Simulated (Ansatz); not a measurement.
# RbNbS3 (model cell, started as cubic perovskite with Nb in the octahedra): following an unstable mode

Aim: this structure of RbNbS3 (model cell, started as cubic perovskite with Nb in the octahedra) is to be tested for unstable modes, and one is followed downhill.

Program: Ansatz 0.2.0. Level of theory: DFT PBE, scalar-relativistic, plane waves, PAW; PAW set soft_1. Results are calculated unless marked as measured.

The structure was built from a prototype and need not be the compound's stable phase.

## Step 1: Starting point

Symmetry: Pm-3m, No. 221, cubic system. The conventional cell has a = 4.902 Å, b = 4.902 Å, c = 4.902 Å, α = 90.00°, β = 90.00°, γ = 90.00°. Rb has 12 S at 3.47 Å nearest. Nearest to Nb lie 6 S at 2.45 Å. S has 2 Nb at 2.45 Å and 4 Rb at 3.47 Å nearest. Farther neighbours and most contacts between anions are not listed.

## Step 2: Response at finite wavevector

The cell comes from relaxations at this level that are not shown. Stability and thermal properties need the whole zone. Linear response on a 2×2×2 q mesh gives force constants as far as a supercell of that size would.

input.yaml reads:

```yaml
crystal:
  lattice:
    - [4.9016615543, 0.0, 0.0]
    - [0.0, 4.9016615543, 0.0]
    - [0.0, 0.0, 4.9016615543]
  atoms:
    - { symbol: Rb, position: [0.0, 0.0, 0.0] }
    - { symbol: Nb, position: [0.5, 0.5, 0.5] }
    - { symbol: S, position: [0.5, 0.5, 0.0] }
    - { symbol: S, position: [0.5, 0.0, 0.5] }
    - { symbol: S, position: [0.0, 0.5, 0.5] }
kpoints:
  mp_grid: { grid: [8, 8, 8] }
hamiltonian:
  xc: pbe
  pseudopotentials: { kind: paw, azcp: { folder: soft_1 } }
scf:
  occupations: { method: methfessel_paxton, width: 0.2 }
output:
  eigenvalues: true
phonons:
  method: dfpt
  qmesh: [2, 2, 2]
  temperatures: { t_max: 1000, t_step: 50 }
  qpath:
    path:
      - [[0.0, 0.0, 0.0], [0.0, 0.5, 0.0], [0.5, 0.5, 0.0], [0.0, 0.0, 0.0], [0.5, 0.5, 0.5], [0.0, 0.5, 0.0]]
      - [[0.5, 0.5, 0.5], [0.5, 0.5, 0.0]]
    npoints: 10
```

Command:

```console
$ ansatz run input.yaml --threads 4 --pin off --max-ram 16384MiB --backend cpu --events-out ev --progress --plain --runs-dir out
```

Numbers of over 12 decimals in the logs are rounded to 6 here.

Output:

```text
Engine: ansatz 0.2.0, aarch64-unknown-linux-gnu
Pseudopotentials: kind: paw
Pseudopotential: Rb, paw, valence charge 9, recommended cutoff 420 eV (normal), soft_1/Rb.paw.azcp
Pseudopotential: Nb, paw, valence charge 13, recommended cutoff 420 eV (normal), soft_1/Nb.paw.azcp
Pseudopotential: S, paw, valence charge 6, recommended cutoff 420 eV (normal), soft_1/S.paw.azcp
Functional definition: PBE
  parameter kappa = 0.804
  parameter beta = 0.066725
  exchange = pbe_x(kappa = kappa, mu = beta*pi^2/3)
  correlation = pbe_c(beta = beta)
Crystal: 5 atoms, lattice volume = 117.769 Å³
Basis set: ecut = 420 eV, 2325 PW (Γ), exchange–correlation on 72×72×72 points (8 copies of the dense FFT grid, shifted against one another)
Bands: 25, of which v1, the nominal top of the filled ones, is band 20 counted from 1 (19 counted from 0)
Symmetry: 48 space group operations
k-points: 35 of 512
Non-local potential: Rb, projectors of the file, l = 0: 3, l = 1: 2, l = 2: 2
Non-local potential: Nb, projectors of the file, l = 0: 3, l = 1: 2, l = 2: 2, l = 3: 1
Non-local potential: S, projectors of the file, l = 0: 2, l = 1: 2, l = 2: 1
PAW form: soft (Blöchl's): semilocal exchange-correlation on the pseudo side does not see the compensation charge
PAW one-centre angular grid: Rb, 110 points (default); XC on 64 Gauss nodes
PAW one-centre angular grid: Nb, 590 points (default); XC on 64 Gauss nodes
PAW one-centre angular grid: S, 110 points (default); XC on 64 Gauss nodes
Initial density: superposition of atomic densities (chi_scale 0.1, normalization cell, long waves kept (reshape's long-wave potential 0.00 eV rms))
Initial wavefunctions: pseudopotential atomic-orbital guess
Functional: x = pbe(κ = 0.804, μ = 0.219515), c = pbe(β = 0.066725)
SCF iter   1: F=—  HF=-10532.555901 eV  |F-HF|=—  |Δ(HF+E_count)|=         —  Δρ=5.74e-2  dr2=8.56e0  ethr=3.10e-3  ⟨swp⟩=6.5  Hψ=4536  notcnv=0
preconditioner: auto → Resta (q_TF=auto, 2.279 Å⁻¹)  ε∞=4.8  [insulator: Δε(μ)=0.582 eV  Ē_g=9.563 eV  σ=0.200 eV  W_gap=1.06  n_scr=26 (ndim 8)  ℏωp=18.7 eV  f_vac=0.000  D(μ)=-0.05/eV (n_scr^D=0)  ε∞_Penn≈4.8]
SCF iter   2: F=—  HF=-10530.951488 eV  |F-HF|=—  |Δ(HF+E_count)|=    1.60e0  S|Δr|=    0.00e0  Δρ=2.85e-2  dr2=1.59e0  ethr=3.10e-3  ⟨swp⟩=8.3  Hψ=8085  notcnv=0  defer=4
automatic band count: the SCF goes on with 30 bands, as 25 were too few: they end inside the smearing window of the response
preconditioner: auto → Kerker (q_TF=auto, 2.279 Å⁻¹)  [metal: Δε(μ)=0.038 eV  Ē_g=10.528 eV  σ=0.200 eV  W_gap=0.16  n_scr=26 (ndim 8)  ℏωp=18.7 eV  f_vac=0.000  D(μ)=4.99/eV (n_scr^D=32)]
SCF iter   3: F=—  HF=-10530.768557 eV  |F-HF|=—  |Δ(HF+E_count)|=   1.83e-1  S|Δr|=    0.00e0  Δρ=1.41e-2  dr2=3.50e-1  ethr=3.10e-3  ⟨swp⟩=2.0  Hψ=1492  notcnv=0  defer=24
SCF iter   4: F=—  HF=-10530.706063 eV  |F-HF|=—  |Δ(HF+E_count)|=   6.25e-2  S|Δr|=    0.00e0  Δρ=1.07e-2  dr2=3.03e-1  ethr=8.76e-4  ⟨swp⟩=2.1  Hψ=1586  notcnv=0  defer=24
SCF iter   5: F=—  HF=-10530.664904 eV  |F-HF|=—  |Δ(HF+E_count)|=   4.12e-2  S|Δr|=    0.00e0  Δρ=1.67e-3  dr2=7.67e-3  ethr=7.59e-4  ⟨swp⟩=1.3  Hψ=989  notcnv=0  defer=28
SCF iter   6: F=—  HF=-10530.664470 eV  |F-HF|=—  |Δ(HF+E_count)|=   4.34e-4  S|Δr|=    0.00e0  Δρ=1.61e-3  dr2=7.82e-3  ethr=1.92e-5  ⟨swp⟩=2.3  Hψ=1547  notcnv=0  defer=75
SCF iter   7: F=—  HF=-10530.663640 eV  |F-HF|=—  |Δ(HF+E_count)|=   8.31e-4  S|Δr|=    0.00e0  Δρ=8.82e-4  dr2=2.32e-3  ethr=1.92e-5  ⟨swp⟩=1.0  Hψ=912  notcnv=0  defer=75
SCF iter   8: F=—  HF=-10530.663311 eV  |F-HF|=—  |Δ(HF+E_count)|=   3.29e-4  S|Δr|=    0.00e0  Δρ=1.65e-4  dr2=8.90e-5  ethr=5.79e-6  ⟨swp⟩=1.1  Hψ=919  notcnv=0  defer=75
SCF iter   9: F=—  HF=-10530.663300 eV  |F-HF|=—  |Δ(HF+E_count)|=   1.12e-5  S|Δr|=    0.00e0  Δρ=3.58e-5  dr2=2.86e-6  ethr=2.23e-7  ⟨swp⟩=2.4  Hψ=1335  notcnv=0  defer=75
SCF iter  10: F=—  HF=-10530.663298 eV  |F-HF|=—  |Δ(HF+E_count)|=   1.46e-6  S|Δr|=    0.00e0  Δρ=7.68e-6  dr2=1.33e-7  ethr=7.16e-9  ⟨swp⟩=2.2  Hψ=1271  notcnv=0  defer=129
[...]
SCF 1 converged in 14 iterations: F = -10530.663298 eV  dr2 = 1.48e-12
  greatest PAW one-centre occupation: 0.998 electrons in one spin orbital (limit 2), on the Nb atom at site 1 (counted from 0), in its partial waves of l = 0
Initial density: read from a saved state, or passed on in memory by an earlier SCF of this step, an earlier step, the calling program or the single point that the run made first
iter 1 solved again at ethr=1.22e-6 eV; its pass at ethr=3.10e-3 eV (dr2=4.88e-4 eV) is discarded
SCF iter   1: F=—  HF=-10530.663301 eV  |F-HF|=—  |Δ(HF+E_count)|=         —  Δρ=2.10e-6  dr2=4.34e-9  ethr=1.22e-6  ⟨swp⟩=3.1  Hψ=6856  notcnv=0
eigensolver tolerance schedule: the retry pair's looser diagonalisation over-reported the residual by 112369.52 of it (diagonalisation noise at an unbounded share of the residual, at the tolerance the schedule requests for it); recorded, not acted on — ethr = c·dr2/N_el stays at c = 1.0e-1
preconditioner: auto → Kerker (q_TF=auto, 2.279 Å⁻¹)  [metal: Δε(μ)=0.089 eV  Ē_g=8.235 eV  σ=0.200 eV  W_gap=0.36  n_scr=26 (ndim 8)  ℏωp=18.7 eV  f_vac=0.008  D(μ)=2.46/eV (n_scr^D=18)]
SCF iter   2: F=—  HF=-10530.663298 eV  |F-HF|=—  |Δ(HF+E_count)|=   2.54e-6  S|Δr|=    0.00e0  Δρ=9.62e-7  dr2=7.93e-10  ethr=1.09e-11  ⟨swp⟩=4.3  Hψ=2842  notcnv=0
SCF iter   3: F=—  HF=-10530.663298 eV  |F-HF|=—  |Δ(HF+E_count)|=  6.00e-11  S|Δr|=    0.00e0  Δρ=6.59e-7  dr2=3.88e-10  ethr=1.98e-12  ⟨swp⟩=1.0  Hψ=876  notcnv=0
SCF iter   4: F=—  HF=-10530.663298 eV  |F-HF|=—  |Δ(HF+E_count)|=  4.91e-11  S|Δr|=    0.00e0  Δρ=3.11e-7  dr2=9.60e-11  ethr=1.00e-12  ⟨swp⟩=1.0  Hψ=875  notcnv=0
SCF iter   5: F=—  HF=-10530.663298 eV  |F-HF|=—  |Δ(HF+E_count)|=  7.28e-12  S|Δr|=    0.00e0  Δρ=2.50e-7  dr2=6.15e-11  ethr=1.00e-12  ⟨swp⟩=1.0  Hψ=875  notcnv=0
SCF iter   6: F=—  HF=-10530.663298 eV  |F-HF|=—  |Δ(HF+E_count)|=  5.46e-12  S|Δr|=    0.00e0  Δρ=1.88e-7  dr2=3.51e-11  ethr=1.00e-12  ⟨swp⟩=1.0  Hψ=875  notcnv=0
SCF iter   7: F=—  HF=-10530.663298 eV  |F-HF|=—  |Δ(HF+E_count)|=  1.82e-12  S|Δr|=    0.00e0  Δρ=1.60e-7  dr2=2.56e-11  ethr=1.00e-12  ⟨swp⟩=1.0  Hψ=875  notcnv=0
SCF iter   8: F=—  HF=-10530.663298 eV  |F-HF|=—  |Δ(HF+E_count)|=    0.00e0  S|Δr|=    0.00e0  Δρ=1.41e-7  dr2=1.99e-11  ethr=1.00e-12  ⟨swp⟩=1.0  Hψ=875  notcnv=0
SCF iter   9: F=-10530.663298 eV  HF=-10530.663298 eV  |F-HF|=3.64e-12  |Δ(HF+E_count)|=  1.82e-12  S|Δr|=    0.00e0  Δρ=5.18e-8  dr2=2.76e-12  ethr=1.00e-12  ⟨swp⟩=1.9  Hψ=2065  notcnv=0
SCF 2 converged in 9 iterations: F = -10530.663298 eV  dr2 = 2.76e-12
phonons: the bands overlap, so this run is a metal and interpolates without the dipole-dipole term. If the crystal is really an insulator or semiconductor, its LO-TO splitting is missing
NSCF: frozen V_eff on 35 k-points
WARN: eigensolver did not converge in 3 slots of this pass, the one above among them; of largest residual over every band (k=10): 1 band(s) unlocked (lowest unlocked band 29, counted from 0; max residual 8.84e-5 eV among the unlocked bands, 8.84e-5 eV over every band); of lowest unlocked band (k=10): band 29
NSCF: frozen V_eff on 125 k-points
DFPT response loops at q = (0, 0, 0) (fractional): preconditioner auto → Kerker (q_TF=auto, 2.279 Å⁻¹) (partly filled bands, converged f_vac=0.008); β = 1.00, the filter's whole step (`scf.mixing.beta` (0.50) is not read by the response loops under this deck's `scf.mixing.preconditioner`; to damp them name `kerker` or `kerker_dos`, under which they read `scf.mixing.beta`, and type it under 1.00, their step now; both keys bind the ground state too); Broyden in place of MSR1
NSCF: frozen V_eff on 250 k-points
DFPT response loops at q = (0, 0, -0.5) (fractional): mixed as the last ones told, above
NSCF: frozen V_eff on 250 k-points
DFPT response loops at q = (0, -0.5, -0.5) (fractional): mixed as the last ones told, above
NSCF: frozen V_eff on 250 k-points
DFPT response loops at q = (-0.5, -0.5, -0.5) (fractional): mixed as the last ones told, above
SCF converged after 14 iterations
Stability not checked: this state was not tested for a lower state beside it, because cold or Methfessel-Paxton smearing, or corrected tetrahedra, fill the levels in a way that the test cannot read (fill_not_monotonic; see scf.lower_state_search)
Free energy (F): -10530.663298 eV
Harris-Foulkes:  -10530.663298 eV  (|F-HF|=1.82e-12)
Internal energy: -10530.661311 eV  (E = F + TS)
E sigma→0 (E₀):  -10530.662801 eV
Entropy (-TS):   -0.001987 eV (-0.397 meV/atom)
Fermi energy:    6.973216 eV
Step filling:    the computed levels leave a gap of 0.0888 eV = 0.4 smearing widths at the electron count; against every level under it full and every level over it empty, smearing changes F+E_penalty+E_count by +3.075 meV and its σ→0 estimate by +3.572 meV
--- Per-component energies (eV) ---
  E_band       = -254.807752
  E_kinetic    = 868.779232
  E_local      = -2058.959140  (includes V_loc(G=0)·N_el)
  E_nonlocal   = 382.538471
  E_hartree    = 657.866260
  E_xc         = -556.504265
  E_vxc        = -577.849743  (∫ρ·V_xc dr)
  E_paw        = -7528.764428  (= ΣΔE_a)
  E_vpaw       = -185.049067  (= ΣTr[D̂ρ^β])
  E_aug_tail   = 0.000026  (compensation charges beyond the density's cutoff)
  E_ewald      = -2295.617467
  E_smearing   = -0.001987  (= −TS)
  E_closure    = -0.000000  (closes the sum)
  Σ components = -10530.663298   (vs F -10530.663298, Δ=0.00e0)
--- Band table (eV; the first three rows and the last of 35) ---
  k-point 0: bands = [... 16 lower, 5.8205, 6.3276, 6.3276, 6.3276, 6.5210, 6.5210, 6.5210, 8.2866, ... 6 higher]
  k-point 1: bands = [... 16 lower, 5.7366, 5.9912, 6.2794, 6.2794, 6.3359, 7.0893, 7.0893, 8.2946, ... 6 higher]
  k-point 2: bands = [... 16 lower, 5.2969, 5.5499, 6.2339, 6.2339, 6.3563, 7.8950, 7.8950, 8.3103, ... 6 higher]
  k-point 34: bands = [... 16 lower, 3.1086, 7.0838, 7.0838, 7.0838, 9.2923, 9.2923, 9.2923, 11.8792, ... 6 higher]
--- Phonons (Γ-DFPT): 4 representative perturbations + reference (Σ response iterations 12) ---
  ASR residual: 4.733e-5 → 0.000e0 eV/Å²; symmetrization residual: 2.063e-6 eV/Å²
  ASR residual per site (eV/Å²): 6.03e-6 4.73e-5 1.12e-5 1.12e-5 1.12e-5
  Γ frequencies (cm⁻¹): -58.89 -58.89 -58.89 0.00 0.00 0.00 95.52 95.52 95.52 141.52 141.52 141.52 284.96 284.96 284.96
--- Phonons (arbitrary-q DFPT): 4 irreducible q on the 2×2×2 mesh ---
  q = [0.0000, 0.0000, 0.0000] (star 1, of the zone-centre solve; hermiticity 6.33e-7, symmetrization 1.01e-12): -58.89 -58.89 -58.89 -0.00 -0.00 0.00 95.52 95.52 95.52 141.52 141.52 141.52 284.96 284.96 284.96
  q = [0.0000, 0.0000, -0.5000] (star 3, 9 solved perturbations in 975 linear systems a pass and spin channel, the states on 125 of 512 k-point pairs; hermiticity 5.68e-7, symmetrization 1.47e-13): -61.20 -61.20 71.43 71.43 78.59 100.45 100.45 148.88 158.04 167.49 167.49 228.19 271.97 271.97 373.45
  q = [0.0000, -0.5000, -0.5000] (star 3, 9 solved perturbations in 975 linear systems a pass and spin channel, the states on 125 of 512 k-point pairs; hermiticity 4.70e-7, symmetrization 9.20e-14): -73.28 -71.48 67.58 70.60 70.60 74.91 156.26 156.26 163.43 163.43 217.53 217.57 217.57 253.44 412.73
  q = [-0.5000, -0.5000, -0.5000] (star 1, 4 solved perturbations in 350 linear systems a pass and spin channel, the states on 125 of 512 k-point pairs; hermiticity 1.65e-7, symmetrization 1.27e-13): -237.79 -237.79 60.68 60.68 60.68 74.53 74.53 74.53 207.65 207.65 207.65 214.83 214.83 214.83 440.34
  sum rule: each row above includes the acoustic sum rule's correction from the zone centre's row sums; it moved no ω² by more than (0.37 cm⁻¹)²
  mesh force constants: q→R imaginary residual 4.77e-18; ASR residual 4.733e-5 → 0.000e0 eV/Å²; symmetrization residual 1.155e-14 eV/Å²
  interpolated dispersion: 62 rows × 15 modes
  density of states and harmonic sums: on the 14×14×14 q-mesh, interpolated from the force constants of a 2×2×2 supercell (no non-analytic term)
  largest difference from the sums on the solved wave vectors: F 3.01e-1 eV, S 4.23e-4 and C_V 1.27e-4 eV/K
  zero-point energy: 0.135513 eV/cell   skipped modes (ω ≤ 0): 154, of them read as no rigid motion or as one in doubt: 151 (1.075e0 modes/cell left out, lowest -237.79 cm⁻¹)   left out of the sums: 7.18e-2 of the cell's modes: C_V's classical limit lies that fraction below 3 k_B per atom; for a crystal, a wire or a layer, F and S can be off by more, and a phonons.interpolated_qmesh denser along its periods is the remedy for the sampling
```

Wall time 4 min (4 threads of Arm Neoverse V2, shared host); peak memory 1.3 GiB.

Numbers from this step:

```yaml
volume_per_atom: 23.55 Å³
gap_on_the_k_mesh: 0 eV
sum_rule_residual_before_enforcement: 4.73e-5 eV/Å²
lowest_frequency_on_the_path: -237.8 cm⁻¹
point_group: m-3m
highest_frequency_on_the_path_or_at_a_solved_wavevector: 440.3 cm⁻¹
highest_optical_mode_at_the_zone_centre_no_lo_to_term: 285.0 cm⁻¹
lowest_optical_zone_centre_mode: -58.89 cm⁻¹
lowest_mode_on_the_q_mesh_acoustic_modes_at_gamma_apart: -237.8 cm⁻¹
```

Frequencies (cm⁻¹) solved at each irreducible wavevector; negative means imaginary. Frequencies by wavevector, by row:

```
q in reciprocal lattice units  star  mode 1  mode 2  mode 3  mode 4  mode 13  mode 14  mode 15
                        0 0 0     1   -58.9   -58.9   -58.9       0      285      285      285
                     0 0 -0.5     3   -61.2   -61.2    71.4    71.4      272      272    373.4
                  0 -0.5 -0.5     3   -73.3   -71.5    67.6    70.6    217.6    253.4    412.7
               -0.5 -0.5 -0.5     1  -237.8  -237.8    60.7    60.7    214.8    214.8    440.3
```

Interpolated from a 2×2×2 q mesh. The phonon branches at the labelled points (cm⁻¹):

```
    point  branch 1  branch 2  branch 3  branch 4  branch 12  branch 13  branch 14  branch 15
        Γ       -59       -59       -59         0        142        285        285        285
  halfway       -56       -56        50        50        162        280        280        326
        X       -61       -61        71        71        228        272        272        374
  halfway       -66        64        68        73        202        226        264        396
        M       -73       -72        68        71        218        218        253        413
  halfway       -60        40        66        75        190        239        273        365
        Γ       -59       -59       -59         0        142        285        285        285
  halfway        40        40        74        88        192        217        217        400
        R      -238      -238        61        61        215        215        215        440
  halfway        39        47        70        73        197        203        224        422
        X       -61       -61        71        71        228        272        272        374
jump to R      -238      -238        61        61        215        215        215        440
  halfway      -176       -57        64        72        216        217        217        435
        M       -73       -72        68        71        218        218        253        413
```

Symmetry leaves 4 wavevectors to solve. The lowest mode among them, the acoustic zeros apart, lies at q = (-0.5, -0.5, -0.5) and is imaginary, 237.8i cm⁻¹, so the energy falls along it.

## Step 3: The mode frozen in, largest atomic shift 0 Å

The mode followed lies at q = (-0.5, -0.5, -0.5) with frequency 237.8i cm⁻¹ and is 2-fold degenerate, the softest among the wavevectors solved. At small amplitude the distorted cell has space group no. 139 by a symmetry search on the positions. The undistorted cell that holds it gives the zero of energy on the same k mesh.

System of this step: RbNbS3 (model cell, started as cubic perovskite with Nb in the octahedra). Symmetry: Pm-3m, No. 221, cubic system. Conventional cell: a = 4.902 Å, b = 4.902 Å, c = 4.902 Å, α = 90.00°, β = 90.00°, γ = 90.00°. Rb has 12 S at 3.47 Å nearest. Nearest to Nb lie 6 S at 2.45 Å. Nearest to S lie 2 Nb at 2.45 Å and 4 Rb at 3.47 Å. Farther neighbours and most contacts between anions are not listed.

input.yaml, the sections that differ from step 2:

```yaml
crystal:
  lattice:
    - [4.9016615543, 4.9016615543, 0.0]
    - [4.9016615543, 0.0, 4.9016615543]
    - [4.9016615543, 0.0, -4.9016615543]
  atoms:
    - { symbol: Rb, position: [0.0, 0.5, 0.5] }
    - { symbol: Rb, position: [0.0, 0.0, 0.0] }
    - { symbol: Nb, position: [0.5, 0.25, 0.75] }
    - { symbol: Nb, position: [0.5, 0.75, 0.25] }
    - { symbol: S, position: [0.5, 0.5, 0.5] }
    - { symbol: S, position: [0.5, 0.0, 0.0] }
    - { symbol: S, position: [0.0, 0.0, 0.5] }
    - { symbol: S, position: [0.0, 0.5, 0.0] }
    - { symbol: S, position: [0.5, 0.0, 0.5] }
    - { symbol: S, position: [0.5, 0.5, 0.0] }
output:
  forces: true
  stress: true
  eigenvalues: true
# kpoints, hamiltonian, scf: as in step 2
# phonons: removed
```

Output:

```text
[...]
Crystal: 10 atoms, lattice volume = 235.537 Å³
Basis set: ecut = 420 eV, 4645 PW (Γ), exchange–correlation on 96×96×96 points (8 copies of the dense FFT grid, shifted against one another)
Bands: 50, of which v1, the nominal top of the filled ones, is band 40 counted from 1 (39 counted from 0)
Symmetry: 96 space group operations
[...]
k-points: 29 of 512
[...]
k-point 0: bands = [... 36 lower, 6.3601, 6.5160, 6.5160, 6.5160, 7.0715, 7.0715, 7.0715, 8.3217, ... 6 higher]
  k-point 1: bands = [... 36 lower, 6.2799, 6.7919, 6.7919, 6.8398, 6.9561, 6.9561, 7.0099, 8.6153, ... 6 higher]
  k-point 2: bands = [... 36 lower, 6.0541, 6.6727, 6.6727, 6.8428, 7.2040, 7.2965, 7.2965, 8.9046, ... 6 higher]
  k-point 28: bands = [... 36 lower, 5.4941, 5.4941, 6.3365, 6.3365, 7.8906, 7.8906, 8.8451, 8.8451, ... 6 higher]
[key lines of the parts left out:]
SCF converged after 10 iterations
Free energy (F): -21061.341294 eV
Fermi energy:    6.923658 eV
P = ⅓ Tr σ = -0.0684 GPa (-0.684 kbar)
```

The job ended after 6.7 s (4 threads; peak memory 0.74 GiB).

This step gave:

```yaml
pressure: -0.06836 GPa
energy_from_the_undistorted_cell: 0 meV/atom
```

The run ends at a pressure of -0.07 GPa.

[end of part 1 of 3]

[Logs are printed without paths, hosts, clocks, repeated set-up lines and the standing remarks that a program may print on its own settings, such as how far it seeks lower states.]

[Hosts, paths, dates, database ids (printed as entryN), source tags and the programs' standing remarks are cut or masked in the printed files.]
